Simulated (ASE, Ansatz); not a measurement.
# Electronic structure of random rutile alloy of IrO2 and SiO2 (96 atoms), part 2 of 2

What does DFT give for random rutile alloy of IrO2 and SiO2 (96 atoms) as built?

Ansatz 0.2.0; Kohn-Sham DFT, PBE, PAW (set soft_2), plane waves.

The cell: 24 Si, 64 O and 8 Ir. The host structure and its lattice constant were typed by rule, without a check against the phase diagram. The main run has no spin polarisation. No spin–orbit coupling is included.

So far. Step 2 (Plane-wave single point): Mean Löwdin charges: Ir +1.51, O -0.69, Si +1.57 e (they miss 0.94 % of the electrons, so they add up to more than the cell's charge). Within 0.4 eV of the Fermi level the largest share is Ir d (55 % of the projected weight).

### Step 3. Distances and neighbours

These statistics describe the geometry on which the runs were made.

Density 6.64 g/cm³, 8.426 Å³ an atom.

g(r), total and by pair (bins of 0.2 Å):

| r (Å) | total | O-O | O-Si | O-Ir | Si-Si | Si-Ir | Ir-Ir |
| --- | --- | --- | --- | --- | --- | --- | --- |
| 1.50 | 0.09 | 0.00 | 0.18 | 0.25 | 0.00 | 0.00 | 0.00 |
| 1.70 | 1.61 | 0.00 | 3.63 | 3.63 | 0.00 | 0.00 | 0.00 |
| 1.90 | 2.20 | 0.00 | 5.06 | 4.57 | 0.00 | 0.00 | 0.00 |
| 2.10 | 0.19 | 0.10 | 0.24 | 0.59 | 0.00 | 0.00 | 0.00 |
| 2.30 | 0.35 | 0.80 | 0.00 | 0.00 | 0.00 | 0.00 | 0.00 |
| 2.50 | 1.50 | 3.36 | 0.00 | 0.00 | 0.00 | 0.25 | 0.00 |
| 2.70 | 1.66 | 3.33 | 0.00 | 0.00 | 1.94 | 1.13 | 1.30 |
| 2.90 | 0.45 | 0.80 | 0.00 | 0.00 | 0.55 | 1.22 | 1.14 |
| 3.10 | 0.86 | 0.76 | 1.04 | 0.82 | 0.92 | 0.35 | 2.00 |
| 3.30 | 1.69 | 0.16 | 2.17 | 2.59 | 5.62 | 5.20 | 5.52 |
| 3.50 | 0.53 | 0.31 | 0.64 | 0.41 | 0.93 | 1.68 | 0.00 |
| 3.70 | 0.91 | 0.72 | 1.35 | 1.32 | 0.00 | 0.00 | 0.00 |
| 3.90 | 0.67 | 0.20 | 1.31 | 1.30 | 0.00 | 0.00 | 0.00 |
| 4.10 | 0.91 | 0.90 | 0.96 | 1.15 | 0.60 | 0.59 | 0.00 |
| 4.30 | 1.85 | 1.35 | 2.50 | 2.24 | 1.28 | 1.74 | 1.10 |
| 4.50 | 0.92 | 1.58 | 0.41 | 0.54 | 0.23 | 0.26 | 0.00 |
| 4.70 | 0.97 | 2.16 | 0.04 | 0.00 | 0.00 | 0.00 | 0.00 |
| 4.90 | 0.68 | 0.73 | 0.64 | 0.46 | 0.64 | 1.03 | 0.84 |
| 5.10 | 1.37 | 1.06 | 0.99 | 1.23 | 3.90 | 3.98 | 3.48 |
| 5.30 | 1.16 | 0.94 | 1.37 | 1.09 | 1.62 | 1.15 | 1.83 |
| 5.50 | 0.98 | 0.78 | 1.29 | 1.54 | 0.33 | 0.33 | 0.33 |
| 5.70 | 0.39 | 0.17 | 0.64 | 0.66 | 0.28 | 0.32 | 0.32 |
| 5.90 | 0.66 | 0.82 | 0.54 | 0.47 | 0.44 | 0.77 | 0.00 |
| 6.10 | 0.78 | 1.25 | 0.38 | 0.40 | 0.51 | 0.59 | 0.00 |
| 6.30 | 1.27 | 0.59 | 2.24 | 2.21 | 0.06 | 0.17 | 0.00 |
| 6.50 | 1.52 | 1.51 | 1.71 | 1.82 | 0.76 | 0.67 | 0.24 |
| 6.70 | 1.35 | 1.84 | 0.77 | 0.70 | 1.54 | 2.38 | 1.33 |
| 6.90 | 1.17 | 0.91 | 0.97 | 0.95 | 3.15 | 2.84 | 2.75 |

Bonds by pair of elements; cutoffs follow the first minimum of g(r), held within bounds set by covalent radii, and pairs that aren't listed don't count as bonded:

| pair A-B | cutoff (Å) | bonds | mean length (Å) | spread (Å) | shortest (Å) | B about A | A about B |
| --- | --- | --- | --- | --- | --- | --- | --- |
| O-Si | 2.16 | 144 | 1.83 | 0.099 | 1.55 | 2.25 | 6 |
| O-Ir | 2.43 | 48 | 1.84 | 0.121 | 1.58 | 0.75 | 6 |

How many atoms have how many bonded neighbours:

| element | mean | 3 | 6 |
| --- | --- | --- | --- |
| Ir | 6 | 0 | 8 |
| O | 3 | 64 | 0 |
| Si | 6 | 0 | 24 |

Bond angles, per cent of each kind in bins of 5°:

| angle (°) | O-Si-O | O-Ir-O | Si-O-Si | Ir-O-Si | Ir-O-Ir |
| --- | --- | --- | --- | --- | --- |
| 70–75 | 2.5 | 0.8 | 0.0 | 0.0 | 0.0 |
| 75–80 | 3.9 | 5.8 | 0.0 | 0.0 | 0.0 |
| 80–85 | 13.6 | 10.8 | 0.0 | 0.0 | 0.0 |
| 85–90 | 19.4 | 24.2 | 0.0 | 0.0 | 0.0 |
| 90–95 | 21.1 | 18.3 | 1.8 | 4.2 | 0.0 |
| 95–100 | 11.1 | 15.0 | 13.0 | 15.3 | 25.0 |
| 100–105 | 6.9 | 2.5 | 15.7 | 8.3 | 8.3 |
| 105–110 | 1.4 | 2.5 | 1.8 | 5.6 | 0.0 |
| 110–115 | 0.0 | 0.0 | 0.9 | 0.0 | 0.0 |
| 115–120 | 0.0 | 0.0 | 0.9 | 0.0 | 0.0 |
| 120–125 | 0.0 | 0.0 | 13.0 | 4.2 | 16.7 |
| 125–130 | 0.0 | 0.0 | 23.1 | 27.8 | 16.7 |
| 130–135 | 0.0 | 0.0 | 20.4 | 19.4 | 25.0 |
| 135–140 | 0.0 | 0.0 | 8.3 | 13.9 | 8.3 |
| 140–145 | 0.0 | 0.0 | 0.9 | 1.4 | 0.0 |
| 145–150 | 0.0 | 0.0 | 0.0 | 0.0 | 0.0 |
| 150–155 | 0.0 | 0.0 | 0.0 | 0.0 | 0.0 |
| 155–160 | 0.0 | 0.0 | 0.0 | 0.0 | 0.0 |
| 160–165 | 0.6 | 0.0 | 0.0 | 0.0 | 0.0 |
| 165–170 | 3.3 | 1.7 | 0.0 | 0.0 | 0.0 |
| 170–175 | 9.2 | 12.5 | 0.0 | 0.0 | 0.0 |
| 175–180 | 6.9 | 5.8 | 0.0 | 0.0 | 0.0 |

Bond angles (no mean is given where the spread exceeds 20°):

| angle | count | mean (°) | spread (°) |
| --- | --- | --- | --- |
| O-Si-O | 360 | - | - |
| O-Ir-O | 120 | - | - |
| Si-O-Si | 108 | 119 | 14.3 |
| Ir-O-Si | 72 | 120 | 15.1 |
| Ir-O-Ir | 12 | 119 | 14.8 |

Oxygen atoms by the number of network formers (Si, P, Ge, B, Al, As, Ga) bound to them:

| network formers bound to O | O atoms | per cent |
| --- | --- | --- |
| 0 | 1 | 1.6 |
| 1 | 9 | 14.1 |
| 2 | 27 | 42.2 |
| 3 | 27 | 42.2 |

Network units: each former by its oxygen neighbours and how many of them bridge to another former:

| former | O neighbours | bridging O | atoms |
| --- | --- | --- | --- |
| Si | 6 | 5 | 9 |
| Si | 6 | 6 | 15 |

Rings of the network by King's shortest-path rule, up to 12 atoms, one path for each pair of neighbours; H, halogens, alkali and alkaline-earth atoms are left out, and the last column divides by all other atoms, bonded or not:

| ring size (atoms) | rings | per network atom |
| --- | --- | --- |
| 4 | 32 | 0.333 |
| 6 | 128 | 1.33 |
| 8 | 91 | 0.948 |

First main peaks of g(r), for some of the pairs, lie near 2.61 Å (O-O), 1.82 Å (O-Si) and 1.81 Å (O-Ir). By these cutoffs all Ir atoms have 6, all O atoms have 3 and all Si atoms have 6 bonded neighbours. Counting bonds to Si alone, not to Ir, 42 % of the oxygens join two of these atoms and 14 % one; 42 % join three; 2 % join none. The commonest Si unit has 6 oxygens, 6 of them shared with other formers (15 of 24 atoms). Rings of 6 atoms are the most common (51 % of those counted); sizes run from 4 to 8.

A closer look about O12, which bears the longest force: 8 atoms, nearest first, numbered in the order of the input, with positions taken from that point.

| atom | x | y | z | distance (Å) | bonds | Löwdin charge (e) | Fx | Fy | Fz (eV/Å) |
| --- | --- | --- | --- | --- | --- | --- | --- | --- | --- |
| O12 | 0.00 | 0.00 | 0.00 | 0.00 | 3 | -0.49 | -8.52 | 7.41 | -17.41 |
| Ir61 | 0.76 | -0.57 | 1.26 | 1.58 | 6 | 1.70 | 5.68 | -15.59 | 11.25 |
| Ir8 | -1.31 | 1.32 | -0.18 | 1.86 | 6 | 1.42 | -0.61 | 1.21 | 19.79 |
| Si55 | 0.84 | -0.79 | -1.52 | 1.91 | 6 | 1.55 | -0.28 | -0.94 | 0.22 |
| O83 | 1.63 | -1.44 | -0.08 | 2.17 | 3 | -0.71 | 3.04 | -3.18 | -5.47 |
| O40 | -0.49 | -1.96 | 1.17 | 2.33 | 3 | -0.71 | -4.00 | -5.47 | 3.26 |
| O63 | 2.00 | 0.53 | 1.27 | 2.42 | 3 | -0.62 | 10.19 | 9.88 | -0.48 |
| O34 | -0.47 | -2.05 | -1.44 | 2.55 | 3 | -0.73 | -0.92 | -1.17 | -0.49 |

The column of bonds counts only the pairs O-Si within 2.16 Å, O-Ir within 2.43 Å; other neighbours, such as metal atoms beside each other in a compound, aren't counted, and periodic images can show an atom twice.

### Step 4. Outcome

```
free energy per atom       : -1531.8499 eV/atom
density                    : 6.643 g/cm³
pressure                   : 34.42 GPa
r.m.s. force component     : 4.224 eV/Å
wall time of the 1 DFT run : 30 s
```

In words: Counting bands leaves a spacing of only 0.049 eV (on the run's k-points), which the smearing bridges: 6 levels are partly filled by over 2 %, so a gap, if any, is small at this level. With the cutoffs above, all Ir atoms have 6, all O atoms have 3 and all Si atoms have 6 bonded neighbours.

**Limits.** The geometry was built by rule, was displaced at random and isn't relaxed at this level: its force components are 4.2 eV/Å r.m.s. The stress is far from hydrostatic: its diagonal is 29.3, 29.6, 44.4 GPa, compression counted positive. The pressure of 34 GPa belongs to a cell and atoms that aren't relaxed at this level.

[Logs are printed without paths, hosts, clocks, repeated set-up lines and the standing remarks that a program may print on its own settings, such as how far it seeks lower states.]

[Hosts, paths, dates, database ids (printed as entryN), source tags and the programs' standing remarks are cut or masked in the printed files.]
